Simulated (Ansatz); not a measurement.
# Twisted Zr2CO2 MXene bilayer, 21.79° (70 atoms): geometry optimisation

Aim: bring twisted Zr2CO2 MXene bilayer, 21.79° (70 atoms) to a nearby minimum of the energy and see what moves.

Main program and level: Ansatz 0.2.0; Kohn-Sham DFT, PBE+D4, PAW (set soft_2), plane waves.

**1. Set-up**

The cell holds 70 atoms: 14 C, 28 Zr and 28 O. Its edges and angles: a = 8.757 Å, b = 8.757 Å, c = 28.110 Å, α = 90.0°, β = 90.0°, γ = 120.0°. It derives from Zr2CO2 (Zr2CO2 MXene). Zr2CO2 MXene (a = 3.31 Å) under Zr2CO2 MXene (a = 3.31 Å), bilayer, commensurate cell of 7 unit cells a layer, twist 21.79 deg; facing planes 2.91 Å apart; 16 Å of vacuum; layers as built, displaced by a Gaussian of 0.01 Å. Regions: layer 1, 35 atoms (7 C, 14 Zr and 14 O); layer 2, 35 atoms (7 C, 14 Zr and 14 O). Vacuum lies along c.

Before any run, some limits are plain. Sampling is at Γ alone, for a cell whose shortest periodic width is 8 Å.

**2. Single point at the start**

The forces at the start show how far the geometry lies from a minimum of this functional.

input.yaml reads:

```yaml
crystal:
  lattice:
    - [8.7574, 0.0, 0.0]
    - [-4.3787, 7.58413, 0.0]
    - [0.0, 0.0, 28.11]
  atoms:
    - { symbol: C, position: [0.00058, 0.99973, 0.36604] }
    - { symbol: Zr, position: [0.18937, 0.2383, 0.41504] }
    - { symbol: Zr, position: [0.24002, 0.04592, 0.31734] }
    - { symbol: O, position: [0.23888, 0.04798, 0.44757] }
    - { symbol: O, position: [0.19183, 0.23971, 0.28417] }
    - { symbol: C, position: [0.14125, 0.42821, 0.3662] }
    - { symbol: Zr, position: [0.33347, 0.66717, 0.41481] }
    - { symbol: Zr, position: [0.38013, 0.47502, 0.31751] }
    - { symbol: O, position: [0.38352, 0.47668, 0.44787] }
    - { symbol: O, position: [0.33265, 0.66578, 0.28461] }
    - { symbol: C, position: [0.2827, 0.85573, 0.36726] }
    - { symbol: Zr, position: [0.47498, 0.0957, 0.41589] }
    - { symbol: Zr, position: [0.52275, 0.90351, 0.31786] }
    - { symbol: O, position: [0.52374, 0.90501, 0.44757] }
    - { symbol: O, position: [0.47485, 0.09439, 0.28392] }
    - { symbol: C, position: [0.42608, 0.28384, 0.3661] }
    - { symbol: Zr, position: [0.61928, 0.52378, 0.41513] }
    - { symbol: Zr, position: [0.66602, 0.33226, 0.31759] }
    - { symbol: O, position: [0.66417, 0.33164, 0.4487] }
    - { symbol: O, position: [0.61988, 0.52517, 0.28414] }
    - { symbol: C, position: [0.57386, 0.71632, 0.36661] }
    - { symbol: Zr, position: [0.76171, 0.95426, 0.41508] }
    - { symbol: Zr, position: [0.81001, 0.76272, 0.31746] }
    - { symbol: O, position: [0.80917, 0.76093, 0.44826] }
    - { symbol: O, position: [0.76061, 0.95125, 0.28527] }
    - { symbol: C, position: [0.7135, 0.14236, 0.36677] }
    - { symbol: Zr, position: [0.90399, 0.38004, 0.41483] }
    - { symbol: Zr, position: [0.95388, 0.18841, 0.31839] }
    - { symbol: O, position: [0.95306, 0.18976, 0.44785] }
    - { symbol: O, position: [0.90454, 0.37958, 0.28467] }
    - { symbol: C, position: [0.85797, 0.57198, 0.36627] }
    - { symbol: Zr, position: [0.04831, 0.8106, 0.41578] }
    - { symbol: Zr, position: [0.09074, 0.61765, 0.31712] }
    - { symbol: O, position: [0.09412, 0.61666, 0.44762] }
    - { symbol: O, position: [0.04581, 0.81047, 0.28486] }
    - { symbol: C, position: [0.14237, 0.71288, 0.63326] }
    - { symbol: Zr, position: [0.38049, 0.90301, 0.68186] }
    - { symbol: Zr, position: [0.33408, 0.66722, 0.58495] }
    - { symbol: O, position: [0.33558, 0.6666, 0.71506] }
    - { symbol: O, position: [0.38229, 0.90455, 0.5516] }
    - { symbol: C, position: [0.00153, 0.00033, 0.63365] }
    - { symbol: Zr, position: [0.237, 0.18874, 0.68317] }
    - { symbol: Zr, position: [0.18853, 0.94974, 0.5851] }
    - { symbol: O, position: [0.18847, 0.95221, 0.71564] }
    - { symbol: O, position: [0.23717, 0.18952, 0.55208] }
    - { symbol: C, position: [0.28532, 0.42954, 0.63399] }
    - { symbol: Zr, position: [0.52533, 0.61737, 0.68224] }
    - { symbol: Zr, position: [0.47508, 0.38279, 0.58508] }
    - { symbol: O, position: [0.47613, 0.3804, 0.71468] }
    - { symbol: O, position: [0.52587, 0.62055, 0.55251] }
    - { symbol: C, position: [0.57095, 0.85671, 0.63341] }
    - { symbol: Zr, position: [0.81064, 0.04585, 0.68228] }
    - { symbol: Zr, position: [0.76087, 0.81011, 0.58477] }
    - { symbol: O, position: [0.76405, 0.81116, 0.71534] }
    - { symbol: O, position: [0.80803, 0.04682, 0.55165] }
    - { symbol: C, position: [0.4284, 0.14158, 0.63391] }
    - { symbol: Zr, position: [0.66516, 0.3311, 0.68208] }
    - { symbol: Zr, position: [0.61763, 0.09538, 0.58501] }
    - { symbol: O, position: [0.61966, 0.09555, 0.71564] }
    - { symbol: O, position: [0.66633, 0.33217, 0.5516] }
    - { symbol: C, position: [0.71319, 0.57109, 0.63364] }
    - { symbol: Zr, position: [0.95347, 0.76522, 0.68244] }
    - { symbol: Zr, position: [0.90606, 0.52466, 0.58539] }
    - { symbol: O, position: [0.90666, 0.52544, 0.71486] }
    - { symbol: O, position: [0.94957, 0.76139, 0.55166] }
    - { symbol: C, position: [0.85583, 0.28417, 0.63329] }
    - { symbol: Zr, position: [0.09546, 0.47593, 0.68215] }
    - { symbol: Zr, position: [0.04608, 0.23714, 0.58468] }
    - { symbol: O, position: [0.04655, 0.23803, 0.71523] }
    - { symbol: O, position: [0.09544, 0.4756, 0.55133] }
kpoints:
  mp_grid: { grid: [1, 1, 1] }
hamiltonian:
  xc: pbe
  dispersion: d4
scf:
  occupations: { method: fixed }
output:
  forces: true
  populations: intrinsic
  dos:
    method: { smearing: { sigma: 0.1 } }
    de: 0.1
    projected:
      site_lists:
        C: [C]
        O: [O]
        Zr: [Zr]
        layer_1: [0, 1, 2, 3, 4, 5, 6, 7, 8, 9, 10, 11, 12, 13, 14, 15, 16, 17, 18, 19, 20, 21, 22, 23, 24, 25, 26, 27, 28, 29, 30, 31, 32, 33, 34]
        layer_2: [35, 36, 37, 38, 39, 40, 41, 42, 43, 44, 45, 46, 47, 48, 49, 50, 51, 52, 53, 54, 55, 56, 57, 58, 59, 60, 61, 62, 63, 64, 65, 66, 67, 68, 69]
  eigenvalues: true
```

The run is started by

```sh
> ansatz run input.yaml --threads 4 --pin off --max-ram 8192MiB --backend cpu --events-out ev --progress --plain --runs-dir out
```

Numbers of over 12 decimals in the logs are rounded to 6 here.

The program printed:

```text
Engine: ansatz 0.2.0, x86_64-unknown-linux-gnu
Pseudopotentials: kind: paw
Pseudopotential: C, paw, valence charge 4, recommended cutoff 420 eV (normal), C.paw.azcp
Pseudopotential: Zr, paw, valence charge 12, recommended cutoff 420 eV (normal), Zr.paw.azcp
Pseudopotential: O, paw, valence charge 6, recommended cutoff 420 eV (normal), O.paw.azcp
[... 5 lines on functional and potentials left out ...]
Crystal: 70 atoms, lattice volume = 1866.989 Å³
Basis set: ecut = 420 eV, 36555 PW (Γ), exchange–correlation on 120×120×384 points (8 copies of the dense FFT grid, shifted against one another)
Bands: 350, of which v1, the nominal top of the filled ones, is band 280 counted from 1 (279 counted from 0)
Symmetry: 1 space group operations
Space group: P1 (ITA 1), of the structure as read, at distance tolerance 1.2e-4 Å
k-points: 1
[... 7 lines on functional and potentials left out ...]
Initial density: superposition of atomic densities (neutral atoms: chi_scale 0, normalization atom), corrected by the library's trained network
Initial wavefunctions: pseudopotential atomic-orbital guess
Functional: x = pbe(κ = 0.804, μ = 0.219515), c = pbe(β = 0.066725)
SCF iter   1: F=—  HF=-136646.704226 eV  |F-HF|=—  |Δ(HF+E_count)|=         —  Δρ=4.43e-3  dr2=5.14e-1  ethr=1.77e-3  ⟨swp⟩=5.0  Hψ=1350  notcnv=0  defer=54
preconditioner: auto → Resta (q_TF=auto, 2.232 Å⁻¹)  ε∞=3.8  [insulator: Δε(μ)=1.672 eV  Ē_g=9.488 eV  n_scr=336 (ndim 8)  ℏωp=15.8 eV  f_vac=0.491  ε∞_Penn≈3.8  vacuum switching on, ρ_ref=6.5e-3 e/Å³]
SCF iter   2: F=—  HF=-136646.614280 eV  |F-HF|=—  |Δ(HF+E_count)|=   8.99e-2  Δρ=1.86e-3  dr2=7.37e-2  ethr=9.18e-5  ⟨swp⟩=2.0  Hψ=546  notcnv=0  defer=67
SCF iter   3: F=—  HF=-136646.610180 eV  |F-HF|=—  |Δ(HF+E_count)|=   4.10e-3  Δρ=1.03e-3  dr2=2.01e-2  ethr=1.32e-5  ⟨swp⟩=3.0  Hψ=442  notcnv=0  defer=68
SCF iter   4: F=—  HF=-136646.614980 eV  |F-HF|=—  |Δ(HF+E_count)|=   4.80e-3  Δρ=9.30e-4  dr2=2.37e-2  ethr=3.59e-6  ⟨swp⟩=3.0  Hψ=472  notcnv=0  defer=68
SCF iter   5: F=—  HF=-136646.613717 eV  |F-HF|=—  |Δ(HF+E_count)|=   1.26e-3  Δρ=1.78e-4  dr2=6.97e-4  ethr=3.59e-6  ⟨swp⟩=2.0  Hψ=441  notcnv=0  defer=68
SCF iter   6: F=—  HF=-136646.613653 eV  |F-HF|=—  |Δ(HF+E_count)|=   6.34e-5  Δρ=7.28e-5  dr2=1.76e-4  ethr=1.25e-7  ⟨swp⟩=2.0  Hψ=466  notcnv=0  defer=52
SCF iter   7: F=—  HF=-136646.613645 eV  |F-HF|=—  |Δ(HF+E_count)|=   8.11e-6  Δρ=2.74e-5  dr2=1.95e-5  ethr=3.14e-8  ⟨swp⟩=2.0  Hψ=424  notcnv=0  defer=52
SCF iter   8: F=—  HF=-136646.616637 eV  |F-HF|=—  |Δ(HF+E_count)|=   2.99e-3  Δρ=8.97e-6  dr2=2.27e-6  ethr=3.49e-9  ⟨swp⟩=2.0  Hψ=518  notcnv=0  defer=52
SCF iter   9: F=—  HF=-136646.616637 eV  |F-HF|=—  |Δ(HF+E_count)|=   1.91e-8  Δρ=6.28e-6  dr2=1.04e-6  ethr=4.05e-10  ⟨swp⟩=2.0  Hψ=466  notcnv=0  defer=52
SCF iter  10: F=—  HF=-136646.616637 eV  |F-HF|=—  |Δ(HF+E_count)|=   1.36e-7  Δρ=2.34e-6  dr2=1.27e-7  ethr=1.86e-10  ⟨swp⟩=2.0  Hψ=466  notcnv=0  defer=52
SCF iter  11: F=-136646.616637 eV  HF=-136646.616637 eV  |F-HF|=4.02e-8  |Δ(HF+E_count)|=   3.99e-9  Δρ=1.33e-6  dr2=5.28e-8  ethr=1.79e-11  ⟨swp⟩=15.0  Hψ=1898  notcnv=0
SCF 1 converged in 11 iterations: F = -136646.616637 eV  dr2 = 5.28e-8
  greatest PAW one-centre occupation: 0.995 electrons in one spin orbital (limit 2), on the Zr atom at site 52 (counted from 0), in its partial waves of l = 0
SCF converged after 11 iterations
Free energy (F): -136646.616637 eV
Harris-Foulkes:  -136646.616637 eV  (|F-HF|=4.02e-8)
Internal energy: -136646.616637 eV  (E = F + TS)
E sigma→0 (E₀):  -136646.616637 eV
Fermi energy:    3.108109 eV
--- Per-component energies (eV) ---
  E_band       = -7590.808578
  E_kinetic    = 15515.928353
  E_local      = -519025.889784  (includes V_loc(G=0)·N_el)
  E_nonlocal   = 3856.402035
  E_hartree    = 252115.213790
  E_xc         = -7314.857976
  E_vxc        = -8879.234276  (∫ρ·V_xc dr)
  E_paw        = -88485.980475  (= ΣΔE_a)
  E_vpaw       = -3288.530899  (= ΣTr[D̂ρ^β])
  E_aug_tail   = 0.069249  (compensation charges beyond the density's cutoff)
  E_ewald      = 206704.579261
  E_disp       = -12.081090  (pairwise vdW)
  E_smearing   = -0.000000  (= −TS)
  E_closure    = 0.000000  (closes the sum)
  Σ components = -136646.616637   (vs F -136646.616637, Δ=0.00e0)
--- Forces (eV/Å), atoms counted from 1 ---
  atom   1  C     -0.07720169     0.10440772     0.18784383
  atom   2  Zr     0.18142211     0.12897600     0.39079681
  atom   3  Zr    -0.31242669     0.26613077    -0.31302287
  atom   4  O     -0.17560829    -0.02654160     0.32063074
  atom   5  O     -0.03465621    -0.15396709     0.14789791
  atom   6  C      0.15228873    -0.06545142     0.09482192
  atom   7  Zr    -0.03473789    -0.08601078     0.47404816
  atom   8  Zr     0.03524754     0.07462091    -0.60120219
  atom   9  O     -0.22958772    -0.08349263     0.01019635
  atom  10  O     -0.05399575     0.07710790     0.09760690
  atom  11  C      0.20817039     0.10823201    -0.38477054
  atom  12  Zr     0.18126190     0.01193352     0.21376652
  atom  13  Zr     0.06145739    -0.07348777    -0.50427361
  atom  14  O      0.02038354    -0.03003135     0.20052453
[...]
atom  69  O      0.08783021    -0.04215312     0.06182132
  atom  70  O     -0.00769827     0.00949654     0.23192594
  max |Σ_I F_I| component: 1.39e-4 eV/Å
--- Band table (eV) ---
  k-point 0: bands = ["-45.6954", "-45.6516", "-45.6341", "-45.6234", [... 334 levels ...], "7.4022", "7.4092", "7.4146", "7.4235", "7.4321", "7.4489", "7.4629", "7.5119", "7.5208", "7.5271", "7.5417", "7.5492"]
--- intrinsic populations: 70 sites ---
  site symbol       q [e]
     0      C      4.9466
     1     Zr     10.8572
     2     Zr     10.8490
[...]
69      O      6.6773
  spilling = 0.000000 (of n_electrons = 560.000000)
```

It took 13 s on 4 threads of Intel Xeon 6975P-C (Granite Rapids), shared host; peak memory 2.2 GiB; 48 s of CPU time.

The column dr2 measures how far the density is from self-consistency, as an energy; F and HF (Harris–Foulkes) agree once it is small.

Numbers from this run:

```yaml
free_energy: -136646.6166 eV
free_energy_per_atom: -1952.0945 eV/atom
scf_cycles: 11
r_m_s_force_component: 0.246 eV/Å
longest_force: 0.9457 eV/Å
fermi_energy: 3.108 eV
spacing_of_highest_filled_and_lowest_empty_level: 1.52 eV
```

The r.m.s. force component of 0.25 eV/Å sets the starting point.

Length of the force by element:

```
element  coordination  atoms  mean length of the force (eV/Å)  spread   least   most
      C           all     14                            0.210  0.0926  0.0889  0.451
      O           all     28                            0.211  0.0834  0.0739  0.417
     Zr           all     28                            0.593   0.156   0.281  0.946
```

**3. Relaxation**

With the cell held, the atoms are moved downhill towards a nearby minimum.

input.yaml, the sections that differ from step 2:

```yaml
output:
  forces: true
relax:
  f_tol: 0.03
  max_steps: 200
# crystal, kpoints, hamiltonian, scf: as in step 2
```

The program printed:

```text
[...]
Crystal: 70 atoms, lattice volume = 1866.989 Å³
Basis set: ecut = 420 eV, 36555 PW (Γ), exchange–correlation on 120×120×384 points (8 copies of the dense FFT grid, shifted against one another)
Bands: 350, of which v1, the nominal top of the filled ones, is band 280 counted from 1 (279 counted from 0)
Symmetry: 1 space group operations
[...]
k-points: 1
[...]
SCF iter   1: F=—  HF=-136646.704126 eV  |F-HF|=—  |Δ(HF+E_count)|=         —  Δρ=4.44e-3  dr2=5.15e-1  ethr=1.77e-3  ⟨swp⟩=5.0  Hψ=1297  notcnv=0  defer=58
[...]
SCF iter   8: F=-136646.616635 eV  HF=-136646.616637 eV  |F-HF|=2.38e-6  |Δ(HF+E_count)|=   2.15e-6  Δρ=1.02e-5  dr2=3.33e-6  ethr=4.02e-9  ⟨swp⟩=5.0  Hψ=1039  notcnv=0
SCF 1 converged in 8 iterations: F = -136646.616635 eV  dr2 = 3.33e-6
[...]
relax step   1: F+E_penalty+E_count = -136646.61663509 eV  Δ(F+E_penalty+E_count) = +0.000e0 eV  max|allowed force component| = 8.655e-1 eV/Å  Δτ_max = 0.0000 Å  (8 SCF iters, dr2 threshold 2.25e-5 eV, accepted)
[...]
relax step   2: F+E_penalty+E_count = -136645.56384921 eV  Δ(F+E_penalty+E_count) = +1.053e0 eV  max|allowed force component| = 1.385e0 eV/Å  Δτ_max = 0.1280 Å  (8 SCF iters, dr2 threshold 4.68e-5 eV, rejected (line search))
[...]
relax step   3: F+E_penalty+E_count = -136646.92667680 eV  Δ(F+E_penalty+E_count) = -3.100e-1 eV  max|allowed force component| = 5.364e-2 eV/Å  Δτ_max = 0.0439 Å  (11 SCF iters, accepted)
[...]
relax step   4: F+E_penalty+E_count = -136646.92821640 eV  Δ(F+E_penalty+E_count) = -1.540e-3 eV  max|allowed force component| = 1.762e-3 eV/Å  Δτ_max = 0.0047 Å  (8 SCF iters, accepted)
SCF converged after 8 iterations
Free energy (F): -136646.928216 eV
[...]
Internal energy: -136646.928216 eV  (E = F + TS)
E sigma→0 (E₀):  -136646.928216 eV
Fermi energy:    3.177727 eV
[...]
--- Forces (eV/Å), atoms counted from 1 ---
  atom   1  C      0.00015557    -0.00045600    -0.00078111
  atom   2  Zr    -0.00044550     0.00016314     0.00050000
  atom   3  Zr     0.00030008    -0.00012261    -0.00125658
  atom   4  O      0.00029468    -0.00104643     0.00057896
  atom   5  O      0.00026765    -0.00134293     0.00028235
  atom   6  C     -0.00054993     0.00003561    -0.00076736
  atom   7  Zr     0.00055431    -0.00059328     0.00155463
  atom   8  Zr    -0.00034831     0.00047913     0.00011439
  atom   9  O     -0.00051147    -0.00005091    -0.00115902
  atom  10  O     -0.00039662     0.00022052    -0.00115780
  atom  11  C      0.00018791     0.00013339    -0.00057084
  atom  12  Zr    -0.00081898    -0.00006588    -0.00028945
  atom  13  Zr     0.00015479    -0.00019129     0.00051434
  atom  14  O     -0.00039759     0.00021767    -0.00034531
[...]
atom  69  O     -0.00023252    -0.00104560     0.00061696
  atom  70  O      0.00000053    -0.00027119     0.00102580
  max |Σ_I F_I| component: 1.26e-4 eV/Å
--- Relaxed structure (4 steps of the walk, 3 accepted, 0 SCFs on fresh bases) ---
  F+E_penalty+E_count = -136646.92821640 eV   max|allowed force component| = 1.762e-3 eV/Å
  atoms:
    - { symbol: C, position: [-0.000303397, 0.999770, 0.366603] }
    - { symbol: Zr, position: [0.190421, 0.237732, 0.416243] }
    - { symbol: Zr, position: [0.237732, 0.047388, 0.317011] }
    - { symbol: O, position: [0.237846, 0.046365, 0.448967] }
[...]
- { symbol: O, position: [0.095049, 0.475451, 0.551082] }
```

Elapsed: 28 s, on 4 threads; peak memory 2.1 GiB; 1.7 min of CPU time.

Step by step:

```
step  energy less that of the first step (eV)  largest force component (eV/Å)
   1                                   0.0000                          0.8655
   2                                   1.0528                          1.3852
   3                                  -0.3100                          0.0536
   4                                  -0.3116                          0.0018
```

Relaxation step 2 was tried and not accepted.

The atoms that moved most (Å):

```
atom      dx      dy      dz  length
Zr28  -0.023   0.013  -0.039   0.047
Zr43   0.006   0.020  -0.040   0.045
 O50  -0.010  -0.011  -0.040   0.043
  O4  -0.002  -0.012   0.039   0.041
 O34  -0.004   0.019   0.035   0.040
Zr63  -0.006  -0.009  -0.038   0.039
 O65   0.031   0.001  -0.020   0.037
  O9  -0.024  -0.008   0.027   0.037
```

The relaxation changed the energy by -4.45 meV/atom, and atoms moved by 0.027 Å r.m.s., 0.047 Å at most.

**4. Local order after relaxation**

Bonds before and after, by the cutoffs listed below:

```
pair  bonds before  bonds after  mean before (Å)  mean after (Å)  spread before (Å)  spread after (Å)
O-Zr            84           84            2.124           2.122              0.015             0.003
Zr-C            84           84            2.351           2.365              0.014             0.002
```

Normalised to the volume that the atoms fill. Pair distribution functions g(r), in bins of 0.2 Å:

```
r (Å)  total   O-O  O-Zr   O-C  Zr-Zr   Zr-C    C-C
 2.10   2.83  0.00  8.85  0.00   0.00   0.00   0.00
 2.30   2.27  0.00  0.00  0.00   0.00  14.20   0.00
 2.50   0.00  0.00  0.00  0.00   0.00   0.00   0.00
 2.70   0.00  0.00  0.00  0.00   0.00   0.00   0.00
 2.90   0.24  0.11  0.00  1.40   0.00   0.00   0.00
 3.10   1.28  0.58  0.00  7.40   0.00   0.00   0.00
 3.30   3.46  7.29  0.00  0.00  10.75   0.00  14.50
 3.50   0.07  0.45  0.00  0.00   0.00   0.00   0.00
 3.70   0.33  0.13  0.97  0.00   0.00   0.00   0.00
 3.90   0.93  0.26  2.79  0.00   0.00   0.00   0.00
 4.10   0.82  0.00  0.17  0.00   0.00   4.82   0.00
 4.30   0.20  0.60  0.31  0.00   0.00   0.00   0.00
 4.50   0.68  0.00  0.14  4.00   0.00   0.00   0.00
 4.70   0.42  0.26  0.26  0.00   1.83   0.00   0.00
 4.90   1.19  0.23  3.47  0.00   0.24   0.00   0.00
 5.10   1.23  1.36  3.05  0.00   0.21   0.00   0.00
 5.30   1.23  0.61  0.30  0.41   0.20   5.85   0.00
 5.50   0.94  0.00  0.19  5.55   0.00   0.00   0.00
 5.70   1.47  2.62  0.00  0.17   5.20   0.00   4.88
 5.90   0.13  0.16  0.17  0.33   0.00   0.00   0.00
 6.10   0.35  1.24  0.15  0.31   0.16   0.15   0.00
 6.30   0.14  0.00  0.21  0.14   0.00   0.29   0.00
 6.50   0.27  0.28  0.16  0.54   0.41   0.14   0.00
 6.70   0.87  1.82  0.19  0.12   1.82   0.39   3.65
 6.90   1.52  1.82  3.61  0.12   0.12   0.24   0.00
 7.10   0.67  0.11  0.23  0.23   0.00   3.36   0.00
 7.30   0.84  0.22  0.42  3.56   0.22   0.43   0.00
 7.50   0.88  0.30  1.60  0.00   1.76   0.20   0.07
```

Bonds by pair of elements; cutoffs follow the first minimum of g(r), held within bounds set by covalent radii, and pairs that aren't listed don't count as bonded:

```
pair A-B  cutoff (Å)  bonds  mean length (Å)  spread (Å)  shortest (Å)  B about A  A about B
    O-Zr        2.82     84             2.12       0.003          2.12          3          3
    Zr-C        2.81     84             2.37       0.002          2.36          3          6
```

How many atoms have how many bonded neighbours:

```
element  mean   3   6
      C     6   0  14
      O     3  28   0
     Zr     6   0  28
```

Bond angles, per cent of each kind in bins of 5°:

```
angle (°)  C-Zr-O  Zr-C-Zr  Zr-O-Zr  O-Zr-O  C-Zr-C
    80–85    66.7      0.0      0.0     0.0     0.0
    85–90     0.0     40.0      0.0     0.0   100.0
    90–95     0.0     40.0      0.0     0.0     0.0
   95–100     0.0      0.0      0.0     0.0     0.0
  100–105     0.0      0.0    100.0   100.0     0.0
  105–110     0.0      0.0      0.0     0.0     0.0
  110–115     0.0      0.0      0.0     0.0     0.0
  115–120     0.0      0.0      0.0     0.0     0.0
  120–125     0.0      0.0      0.0     0.0     0.0
  125–130     0.0      0.0      0.0     0.0     0.0
  130–135     0.0      0.0      0.0     0.0     0.0
  135–140     0.0      0.0      0.0     0.0     0.0
  140–145     0.0      0.0      0.0     0.0     0.0
  145–150     0.0      0.0      0.0     0.0     0.0
  150–155     0.0      0.0      0.0     0.0     0.0
  155–160     0.0      0.0      0.0     0.0     0.0
  160–165     0.0      0.0      0.0     0.0     0.0
  165–170    32.9      0.0      0.0     0.0     0.0
  170–175     0.4      0.0      0.0     0.0     0.0
  175–180     0.0     20.0      0.0     0.0     0.0
```

Bond angles (no mean is given where the spread exceeds 20°):

```
  angle  count  mean (°)  spread (°)
 C-Zr-O    252         -           -
Zr-C-Zr    210         -           -
Zr-O-Zr     84       102         0.2
 O-Zr-O     84       102         0.1
 C-Zr-C     84      88.8         0.1
```

By these cutoffs all C atoms have 6, all O atoms have 3 and all Zr atoms have 6 bonded neighbours.

[end of part 1 of 2]

[Logs are printed without paths, hosts, clocks, repeated set-up lines and the standing remarks that a program may print on its own settings, such as how far it seeks lower states.]

[Hosts, paths, dates, database ids (printed as entryN), source tags and the programs' standing remarks are cut or masked in the printed files.]
